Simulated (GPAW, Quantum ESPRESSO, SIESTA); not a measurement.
# Birch–Murnaghan line for hcp Ti, QE, PBE

Calculated with Quantum ESPRESSO 7.5: PBE; plane waves, GBRV 1.5 ultrasoft, 45/270 Ry; k-mesh 12×12×7. The volume is changed in steps from typed lattice constants. V0 = 17.413 Å³ an atom is where a Birch–Murnaghan fit to this level's pressures, the withheld one apart, crosses zero; rows within 2.5 % of V0 are left out, since F is ill-conditioned there. Shape and atoms were relaxed at QE, PBE at each point.

| volume (Å³/atom) | pressure (GPa) |
| --- | --- |
| 16.012 | 10.85 |
| 16.36 | 7.771 |
| 16.708 | 4.964 |
| 18.1 | -4.041 |
| 18.448 | ? |
| 18.796 | -7.334 |

Task: Fit the third-order Birch–Murnaghan equation to the rows given and interpolate to the withheld row.

**Working.**

Take the Eulerian strain f = ½[(V0/V)^(2/3) − 1] and the normalised pressure F = P / [3f(1 + 2f)^(5/2)]. The third-order Birch–Murnaghan equation is then the line F = B0 + (3/2)B0(B′ − 4) f, so u = f and v = F.

| u = f | v = F (GPa) |
| --- | --- |
| 0.0287561 | 109.362 |
| 0.0212310 | 109.960 |
| 0.0139680 | 110.576 |
| -0.0127334 | 112.832 |
| -0.0248375 | 111.797 |

With n = 5: mean u = 0.00527683, mean v = 110.905, Σ(u − ū)² = 0.0021126, Σ(u − ū)(v − v̄) = -0.11574. Slope b = -0.11574 / 0.0021126 = -54.786; intercept a = v̄ − b ū = 111.19.

So B0 = 111.2 GPa and B′ = 4 + 2b/(3a) = 3.67. At the withheld volume f = -0.01888, F = 112.2 GPa, and P = 3f(1 + 2f)^(5/2) F.

Prediction at 18.448: -5.774 GPa. The run gave -5.761 GPa, so the fit is low by 0.013 GPa (0.22 % of the value).

A fit to this level's energies over the whole scan gives V0 = 17.417 Å³, B0 = 111.1 GPa and B′ = 3.61. Among the rows given, the largest miss of the fit is at 18.796, by 0.050 GPa (0.27 % of the range of the table).

Limits: The nuclei are static. The DFT runs use Fermi–Dirac occupations of width 0.1 eV, and energies are free energies.

[Hosts, paths, dates, database ids (printed as entryN), source tags and the programs' standing remarks are cut or masked in the printed files.]
